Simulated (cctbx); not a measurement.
# A crystallographic session in cctbx: Mn2CoAs2

Library: cctbx 2025.11. The data are simulated by the first script.

## 1. Simulate the data

run.py:

```python
from cctbx import adptbx, crystal, miller, sgtbx, xray
from cctbx.array_family import flex
from iotbx.shelx import hklf
from scitbx import matrix
import scitbx.random

cs = crystal.symmetry(unit_cell=(3.224, 12.912, 3.137, 90, 90, 90), space_group_symbol='Hall: P 2 2ab -1ab')  # Pmmn
atoms = [  # label, site, U (iso, or U11 U22 U33 U12 U13 U23 in A^2), occupancy
    ("As1", (0.5, 0.6605, 0.7564), (0.0210, 0.0279, 0.0146, 0.0000, 0.0000, -0.0002), 1),
    ("Co1", (0.5, 0.5, 0.7384), (0.0373, 0.0143, 0.0320, 0.0000, 0.0000, 0.0000), 1),
    ("Mn1", (0.5, 0.1484, 0.7617), (0.0309, 0.0219, 0.0223, 0.0000, 0.0000, -0.0010), 1),
]
xs = xray.structure(crystal_symmetry=cs)
for label, site, u, occ in atoms:
    u = adptbx.u_cif_as_u_star(cs.unit_cell(), u) if isinstance(u, tuple) else u
    xs.add_scatterer(xray.scatterer(label, site=site, u=u, occupancy=occ))
xs.set_inelastic_form_factors(1.54184, "sasaki")
xs.show_summary()
p1 = xs.expand_to_p1()
ms = miller.build_set(p1, anomalous_flag=True, d_min=0.8)
flex.set_random_seed(680752)
scitbx.random.set_random_seed(680752)
ms = ms.select(flex.random_double(ms.size()) < 0.95)
i = ms.structure_factors_from_scatterers(p1, algorithm="direct").f_calc().as_intensity_array().data()
i = i * 5000 / flex.max(i)
sig = flex.sqrt(i + flex.pow2(0.02 * i) + 15 ** 2)
noise = scitbx.random.variate(scitbx.random.normal_distribution())(i.size())
data = ms.array(data=i + sig * noise, sigmas=sig).set_observation_type_xray_intensity()
with open("data.hkl", "w") as f:
    data.export_as_shelx_hklf(f)
print("reflections written:", data.size(), " <I/sigma> = %.1f" % flex.mean(data.data() / data.sigmas()))
for h, a, b in list(data.sort("data"))[:12]:
    print("%4d%4d%4d %9.1f %7.1f" % (h + (a, b)))
```

```console
$ python run.py
```

```text
Number of scatterers: 3
At special positions: 3
Unit cell: (3.224, 12.912, 3.137, 90, 90, 90)
Space group: P m m n :1 (No. 59)
reflections written: 1001  <I/sigma> = 4.1
  -1   0  -1    5144.7   123.4
  -1   0   1    5025.9   123.4
   1   0  -1    5021.7   123.4
   1   0   1    4935.2   123.4
   0  -6   0    3885.1   101.9
   0   6   0    3845.4   101.9
   0   0  -2    3190.2    84.8
   0   0   2    3110.2    84.8
  -2   0   0    2970.7    82.0
   2   0   0    2914.0    82.0
  -1  -6   1    2480.3    70.5
  -1   6   1    2456.2    70.5
```

Run time: 0.22 s on 1 thread of Arm Neoverse V2, with other jobs on the host, peak memory 0.07 GiB.

## 2. Symmetry

run.py:

```python
from cctbx import crystal, sgtbx, statistics
from cctbx.array_family import flex
from iotbx.shelx import hklf

p1 = crystal.symmetry(unit_cell=(3.224, 12.912, 3.137, 90, 90, 90), space_group_symbol="P 1")
raw = hklf.reader(file_name="data.hkl").as_miller_arrays(crystal_symmetry=p1, anomalous=True)[0]
print(raw.size(), "reflections to d = %.3f A" % raw.d_min())
isig = raw.data() / raw.sigmas()
print("centring   violations  <I/sigma> of those")
best = "P"
for c in "ABCIRF":
    a = raw.customized_copy(space_group_info=sgtbx.space_group_info("Hall: %s 1" % c)).sys_absent_flags().data()
    m = flex.mean(isig.select(a))
    print("%5s %10d of %5d %8.1f" % (c, (isig.select(a) > 4).count(True), a.count(True), m))
    if (isig.select(a) > 4).count(True) < 0.01 * a.count(True):
        best = c
raw = raw.select(~raw.customized_copy(space_group_info=sgtbx.space_group_info("Hall: %s 1" % best)).sys_absent_flags().data())
isig = raw.data() / raw.sigmas()
rows = []
for s in sgtbx.space_group_symbol_iterator():
    g = sgtbx.space_group(s)
    if g.conventional_centring_type_symbol() != best or not g.is_compatible_unit_cell(p1.unit_cell(), 1e-3, 0.02):
        continue
    rows.append((s, g))
print("Laue class    unique    Rint  (classes that these axes allow; Friedel mates merged)")
rint = {}
for s, g in rows:
    laue = g.build_derived_patterson_group()
    key = laue.type().hall_symbol()
    if key not in rint:
        m = raw.customized_copy(space_group_info=laue.info(), anomalous_flag=False).merge_equivalents()
        rint[key] = m.r_int()
        print("%-14s %6d %7.3f" % (laue.type().lookup_symbol(), m.array().size(), m.r_int()))
floor = min(rint.values())
good = [(s, g) for s, g in rows if rint[g.build_derived_patterson_group().type().hall_symbol()] < 2 * floor + 0.03]
top = max(g.build_derived_patterson_group().order_z() for s, g in good)
print("space group    extra absences  I>4sigma  <I/sigma>")
for s, g in good:
    laue = g.build_derived_patterson_group()
    if laue.order_z() != top:
        continue
    a = raw.customized_copy(space_group_info=g.info()).sys_absent_flags().data()
    a &= ~raw.customized_copy(space_group_info=laue.info()).sys_absent_flags().data()
    bad = (isig.select(a) > 4).count(True)
    if bad <= 0.03 * a.count(True):
        print("%-16s %8d %10d %9s  %s" % (s.universal_hermann_mauguin(), a.count(True), bad, "%.1f" % flex.mean(isig.select(a)) if a.count(True) else "-", "centric" if g.is_centric() else "acentric"))
laue = max(good, key=lambda t: t[1].build_derived_patterson_group().order_z())[1].build_derived_patterson_group()
f = raw.customized_copy(space_group_info=laue.info(), anomalous_flag=False).merge_equivalents().array().eliminate_sys_absent().f_sq_as_f()
f.set_observation_type_xray_amplitude()
bins = max(3, min(8, f.size() // 12))
f.setup_binner(n_bins=bins)
w = statistics.wilson_plot(f, {e: n / laue.order_z() for e, n in {'As': 4.0, 'Co': 2.0, 'Mn': 4.0}.items()}, e_statistics=True)
print("Wilson B = %.2f A^2   <|E^2-1|> = %.3f (0.968 centric, 0.736 acentric)   E^2>4: %.1f %%" % (w.wilson_b, w.mean_e_sq_minus_1, w.percent_e_sq_gt_2))
print("shell (A)         n   <I/sigma>")
m = raw.customized_copy(space_group_info=laue.info(), anomalous_flag=False).merge_equivalents().array().eliminate_sys_absent()
for b in m.setup_binner(n_bins=bins).range_used():
    sel = m.binner().selection(b)
    print("%5.2f - %4.2f %6d %8.1f" % (min(m.binner().bin_d_range(b)[0] if m.binner().bin_d_range(b)[0] > 0 else 99, 99), m.binner().bin_d_range(b)[1], sel.count(True), flex.mean((m.data() / m.sigmas()).select(sel))))
```

```console
$ python run.py
```

```text
1001 reflections to d = 0.801 A
centring   violations  <I/sigma> of those
    A        140 of   502      4.2
    B         97 of   507      2.3
    C        139 of   493      4.3
    I          0 of   512      0.0
    R        198 of   677      4.4
    F        188 of   751      3.6
Laue class    unique    Rint  (classes that these axes allow; Friedel mates merged)
I 1 2/m 1         137   0.047
I 1 1 2/m         153   0.044
I 2/m 1 1         152   0.044
I m m m            93   0.048
space group    extra absences  I>4sigma  <I/sigma>
I 2 2 2                 0          0         -  acentric
I 21 21 21              0          0         -  acentric
I m m 2                 0          0         -  acentric
I 2 m m                 0          0         -  acentric
I m 2 m                 0          0         -  acentric
I m m m                 0          0         -  centric
Wilson B = 2.38 A^2   <|E^2-1|> = 0.838 (0.968 centric, 0.736 acentric)   E^2>4: 3.2 %
shell (A)         n   <I/sigma>
 6.46 - 1.53     19     30.8
 1.53 - 1.21     14     22.1
 1.21 - 1.06     12     19.9
 1.06 - 0.96     16     19.1
 0.96 - 0.90     11     16.2
 0.90 - 0.84     12      9.2
 0.84 - 0.80      9      7.0
```

Time: 0.25 s.

## 3. Patterson map

run.py:

```python
from cctbx import crystal, maptbx
from iotbx.shelx import hklf

cs = crystal.symmetry(unit_cell=(3.224, 12.912, 3.137, 90, 90, 90), space_group_symbol='Hall: P 2 2ab -1ab')  # Pmmn
raw = hklf.reader(file_name="data.hkl").as_miller_arrays(crystal_symmetry=cs, anomalous=True)[0]
merged = raw.eliminate_sys_absent().merge_equivalents()
fo2 = merged.array().set_observation_type_xray_intensity()
f = fo2.average_bijvoet_mates().f_sq_as_f()
pm = f.patterson_map(symmetry_flags=maptbx.use_space_group_symmetry, sharpening=False, resolution_factor=0.25)
peaks = pm.peak_search(parameters=maptbx.peak_search_parameters(min_distance_sym_equiv=0.4, max_clusters=14)).all()
top = peaks.heights()[0]
print("Patterson group", f.patterson_symmetry().space_group_info())
print("      u       v       w   height  length (A)")
for x, h in zip(peaks.sites(), peaks.heights()):
    y = [t - round(t) for t in x]
    print("%7.3f %7.3f %7.3f %8.1f %8.2f" % (x + (1000 * h / top, cs.unit_cell().length(y))))
```

```console
$ python run.py
```

```text
Patterson group P m m m
      u       v       w   height  length (A)
  0.000   0.000   0.000   1000.0     0.00
  0.500   0.500   0.500    971.5     6.84
  0.000   0.500   0.000    691.6     6.46
  0.500   0.000   0.500    680.2     2.25
  0.000   0.175   0.000    639.1     2.26
  0.500   0.326   0.500    636.7     4.77
  0.000   0.330   0.000    515.4     4.27
  0.500   0.169   0.500    511.0     3.14
  0.311   0.037   0.145    -17.9     1.20
  0.192   0.462   0.347    -19.9     6.09
  0.172   0.036   0.336    -20.8     1.28
  0.313   0.464   0.150    -21.1     6.09
  0.196   0.345   0.359    -25.0     4.64
  0.202   0.154   0.372    -25.6     2.39
```

Time: 0.23 s.

## 4. Charge flipping

run.py:

```python
import itertools
from cctbx import crystal, maptbx
from cctbx.array_family import flex
from iotbx.shelx import hklf
from smtbx.ab_initio import charge_flipping as cf

cs = crystal.symmetry(unit_cell=(3.224, 12.912, 3.137, 90, 90, 90), space_group_symbol='Hall: P 2 2ab -1ab')  # Pmmn
raw = hklf.reader(file_name="data.hkl").as_miller_arrays(crystal_symmetry=cs, anomalous=True)[0]
merged = raw.eliminate_sys_absent().merge_equivalents()
fo2 = merged.array().set_observation_type_xray_intensity()
f = fo2.average_bijvoet_mates().f_sq_as_f().resolution_filter(d_min=0.9)
p1 = f.expand_to_p1()
p1.setup_binner_counting_sorted(reflections_per_bin=max(40, p1.size() // 12))
work = p1.array(data=p1.data() / p1.amplitude_quasi_normalisations().data())
flex.set_random_seed(23605)
it = cf.weak_reflection_improved_iterator(delta=None, weak_reflection_fraction=0.2)
it.start(work, phases=flex.random_double(p1.size()) * 6.2832, f_000=0)
it.delta = 1 * it.rho_map.sigma()
print("cycle      R  skewness")
for n, st in enumerate(itertools.islice(it, 200)):
    if n % 16 == 0:
        print("%5d %6.3f %8.2f" % (n, st.r1_factor(), st.rho_map.skewness()))
rho = p1.phase_transfer(it.f_calc).fft_map().apply_volume_scaling()
polish = cf.low_density_elimination_iterator(constant_rho_c=rho.sigma())
polish.start(f_obs=p1, phases=it.f_calc, f_000=0)
for _ in range(8):
    next(polish)
print("origin shift          correlation  skewness")
maps = []
for fc, shift, cc in itertools.islice(cf.f_calc_symmetrisations(f, polish.f_calc, 0), 4):
    m = f.phase_transfer(fc).fft_map(symmetry_flags=maptbx.use_space_group_symmetry, resolution_factor=0.25).apply_sigma_scaling()
    maps.append((m.skewness(), cc, m))
    print("%6.3f %6.3f %6.3f %10.3f %9.2f" % (tuple(shift) + (cc, m.skewness())))
skew, cc, m = max((t for t in maps if t[1] > maps[0][1] - 0.04), key=lambda t: t[0])
print("taken: symmetry correlation %.3f, skewness %.2f" % (cc, skew))
peaks = m.peak_search(parameters=maptbx.peak_search_parameters(min_distance_sym_equiv=0.9, max_clusters=8)).all()
sps = cs.special_position_settings(min_distance_sym_equiv=0.5)
print("peak      x       y       z  mult  height/sigma")
for k, (x, h) in enumerate(zip(peaks.sites(), peaks.heights())):
    ss = sps.site_symmetry(x)
    print("Q%-3d %7.4f %7.4f %7.4f %4d %8.1f" % ((k + 1,) + tuple(t % 1 for t in ss.exact_site()) + (ss.multiplicity(), h)))
```

```console
$ python run.py
```

```text
cycle      R  skewness
    0  0.521     0.38
   16  0.406     2.30
   32  0.395     2.43
   48  0.405     2.04
   64  0.365     2.10
   80  0.407     2.18
   96  0.392     2.09
  112  0.400     2.24
  128  0.391     2.29
  144  0.382     2.00
  160  0.370     2.19
  176  0.379     2.09
  192  0.398     2.12
origin shift          correlation  skewness
 0.024  0.132  0.163      0.997      5.48
 0.025  0.295  0.163      0.997      4.97
 0.026  0.043  0.164      0.996      6.00
 0.029  0.387  0.167      0.994      4.31
taken: symmetry correlation 0.996, skewness 6.00
peak      x       y       z  mult  height/sigma
Q1    0.0000  0.5000  0.2546    2     15.0
Q2    0.0000  0.0000  0.2617    2      6.3
Q3    0.0000  0.3215  0.2496    4      6.1
Q4    0.0000  0.1695  0.2540    4      3.1
Q5    0.0000  0.0000  0.9164    2      0.6
Q6    0.0000  0.0000  0.5882    2      0.5
Q7    0.1826  0.3456  0.9340    8      0.4
Q8    0.0000  0.3449  0.5909    4      0.4
```

Time: 0.25 s.

## 5. Refinement (model from the peaks)

run.py:

```python
import math
from cctbx import adptbx, crystal, maptbx, sgtbx, xray
from cctbx.array_family import flex
from cctbx.xray import observations
from iotbx.shelx import hklf
from scitbx.lstbx import normal_eqns_solving
from smtbx import absolute_structure, utils
from smtbx.refinement import constraints, least_squares

cs = crystal.symmetry(unit_cell=(3.224, 12.912, 3.137, 90, 90, 90), space_group_symbol='Hall: P 2 2ab -1ab')  # Pmmn
atoms = [  # label, site, U (iso, or U11 U22 U33 U12 U13 U23 in A^2), occupancy
    ("As1", (0, 0.5, 0.2546), 0.0200, 1),
    ("As2", (0, 0, 0.2617), 0.0200, 1),
    ("Mn1", (0, 0.3215, 0.2496), 0.0200, 1),
]
xs = xray.structure(crystal_symmetry=cs)
for label, site, u, occ in atoms:
    u = adptbx.u_cif_as_u_star(cs.unit_cell(), u) if isinstance(u, tuple) else u
    xs.add_scatterer(xray.scatterer(label, site=site, u=u, occupancy=occ))
xs.set_inelastic_form_factors(1.54184, "sasaki")
raw = hklf.reader(file_name="data.hkl").as_miller_arrays(crystal_symmetry=cs, anomalous=True)[0]
merged = raw.eliminate_sys_absent().merge_equivalents()
fo2 = merged.array().set_observation_type_xray_intensity()
print("Rint %.3f, %d unique reflections to %.2f A" % (merged.r_int(), fo2.size(), fo2.d_min()))
for sc in xs.scatterers():
    sc.flags.set_grad_site(True)
    sc.flags.set_grad_u_aniso(sc.flags.use_u_aniso())
    sc.flags.set_grad_u_iso(sc.flags.use_u_iso())
obs = fo2.as_xray_observations()
extra = {}
rep = constraints.reparametrisation(xs, [], utils.connectivity_table(xs), **extra)
ls = least_squares.crystallographic_ls(obs, rep, weighting_scheme=least_squares.mainstream_shelx_weighting(a=0, b=0))
print("cycle     R1     wR2    GooF  max shift (A)")
for cycle in range(6):
    ls.build_up()
    r1, wr2, goof = ls.r1_factor(cutoff_factor=2)[0], ls.wR2(), ls.goof()
    old = xs.sites_cart()
    normal_eqns_solving.levenberg_marquardt_iterations(ls, n_max_iterations=3, tau=0.0001, step_threshold=1e-7)
    big = flex.max((xs.sites_cart() - old).norms())
    print("%4d %7.4f %7.4f %7.3f %9.5f" % (cycle + 1, r1, wr2, goof, big))
    ls.build_up(objective_only=True)
    if abs(ls.wR2() - wr2) < 5e-5 and big < 5e-4:
        break
ls.build_up()
print("final R1 %.4f wR2 %.4f GooF %.3f  parameters %d  data/parameter %.1f" % (ls.r1_factor(cutoff_factor=2)[0], ls.wR2(), ls.goof(), ls.n_parameters, fo2.size() / ls.n_parameters))
cov = ls.covariance_matrix_and_annotations()
su = dict(zip(cov.annotations, (math.sqrt(max(v, 0)) for v in cov.matrix.matrix_packed_u_diagonal())))
a2 = cs.unit_cell().reciprocal_parameters()[0] ** -2
print("atom        x        y        z      Ueq    occ   su(xyz)  su(Uiso or U11)")
for sc in xs.scatterers():
    s = max(su.get(sc.label + k, 0) for k in (".x", ".y", ".z"))
    npd = "" if sc.is_positive_definite_u(cs.unit_cell()) else "  NPD"
    print("%-5s %8.5f %8.5f %8.5f %8.4f %6.3f %8.5f %7.4f%s" % ((sc.label,) + sc.site + (sc.u_iso_or_equiv(cs.unit_cell()), sc.occupancy, s, su.get(sc.label + ".uiso", su.get(sc.label + ".u11", 0) * a2), npd)))
fo = fo2.f_sq_as_f()
fc = fo.structure_factors_from_scatterers(xs, algorithm="direct").f_calc()
diff = fo.f_obs_minus_f_calc(1 / math.sqrt(ls.scale_factor()), fc).average_bijvoet_mates()
m = diff.fft_map(symmetry_flags=maptbx.use_space_group_symmetry, resolution_factor=0.25).apply_volume_scaling()
print("difference map: max %.2f min %.2f rms %.2f" % (m.statistics().max(), m.statistics().min(), m.statistics().sigma()))
peaks = m.peak_search(parameters=maptbx.peak_search_parameters(min_distance_sym_equiv=0.6, max_clusters=5)).all()
near = xs.closest_distances(peaks.sites(), distance_cutoff=4)
sps = cs.special_position_settings(min_distance_sym_equiv=0.5)
for k, (x, h) in enumerate(zip(peaks.sites(), peaks.heights())):
    ss = sps.site_symmetry(x)
    print("Q%-3d %7.4f %7.4f %7.4f %4d %7.2f  %.2f A from %s" % ((k + 1,) + tuple(t % 1 for t in ss.exact_site()) + (ss.multiplicity(), h, near.smallest_distances[k], xs.scatterers()[near.i_seqs[k]].label)))
```

```console
$ python run.py
```

```text
Rint 0.077, 160 unique reflections to 0.80 A
cycle     R1     wR2    GooF  max shift (A)
   1  0.2931  0.5390  11.315   0.01366
   2  0.2521  0.4626   9.711   0.00801
   3  0.2537  0.4624   9.706   0.02700
   4  0.2544  0.4624   9.706   0.02344
   5  0.2551  0.4623   9.704   0.00000
final R1 0.2551 wR2 0.4623 GooF 9.704  parameters 7  data/parameter 22.9
atom        x        y        z      Ueq    occ   su(xyz)  su(Uiso or U11)
As1    0.00000  0.50000  0.25397   0.0013  1.000  0.04921  0.0035
As2    0.00000  0.00000  0.25651   0.0377  1.000  0.07735  0.0067
Mn1    0.00000  0.32042  0.24689   0.0203  1.000  0.06154  0.0049
difference map: max 20.32 min -7.97 rms 2.52
Q1    0.0000  0.1945  0.2723    4   20.35  1.63 A from Mn1
Q2    0.0000  0.5000  0.3602    2   14.58  0.33 A from As1
Q3    0.0000  0.3490  0.2242    4   11.76  0.38 A from Mn1
Q4    0.0000  0.5000  0.0516    2    8.34  0.63 A from As1
Q5    0.0000  0.2797  0.3146    4    5.58  0.57 A from Mn1
```

Time: 0.48 s.

Figures of merit this high mean that the model is still wrong or incomplete.

## 6. Charge flipping

run.py, as its changes from the last script of this kind:

```diff
@@ -13,3 +13,2 @@
-p1.setup_binner_counting_sorted(reflections_per_bin=max(40, p1.size() // 12))
-work = p1.array(data=p1.data() / p1.amplitude_quasi_normalisations().data())
-flex.set_random_seed(23605)
+work = p1
+flex.set_random_seed(23606)
@@ -20,2 +19,2 @@
-for n, st in enumerate(itertools.islice(it, 200)):
-    if n % 16 == 0:
+for n, st in enumerate(itertools.islice(it, 400)):
+    if n % 33 == 0:
```

```console
$ python run.py
```

```text
cycle      R  skewness
    0  0.504     0.58
   33  0.247     2.61
   66  0.248     2.47
   99  0.264     2.43
  132  0.228     2.56
  165  0.219     2.65
  198  0.227     2.73
  231  0.216     2.54
  264  0.221     2.59
  297  0.221     2.56
  330  0.226     2.62
  363  0.235     2.56
  396  0.243     2.70
origin shift          correlation  skewness
-0.009  0.002  0.050      0.995      5.36
-0.009  0.412  0.054      0.994      5.31
-0.008  0.247  0.053      0.992      4.41
-0.009  0.160  0.054      0.990      4.40
taken: symmetry correlation 0.995, skewness 5.36
peak      x       y       z  mult  height/sigma
Q1    0.0000  0.0000  0.7444    2     13.8
Q2    0.0000  0.5000  0.7413    2      7.1
Q3    0.0000  0.1766  0.7529    4      6.7
Q4    0.0000  0.3195  0.7436    4      2.8
Q5    0.1512  0.0000  0.3738    4      0.7
Q6    0.1875  0.0500  0.0667    8      0.6
Q7    0.1718  0.1649  0.4116    8      0.5
Q8    0.1995  0.1606  0.0790    8      0.4
```

Run time: 0.28 s on 1 thread of Arm Neoverse V2, on a shared host, peak memory 0.07 GiB.

[Logs are printed without paths, hosts, clocks, repeated set-up lines and the standing remarks that a program may print on its own settings, such as how far it seeks lower states.]
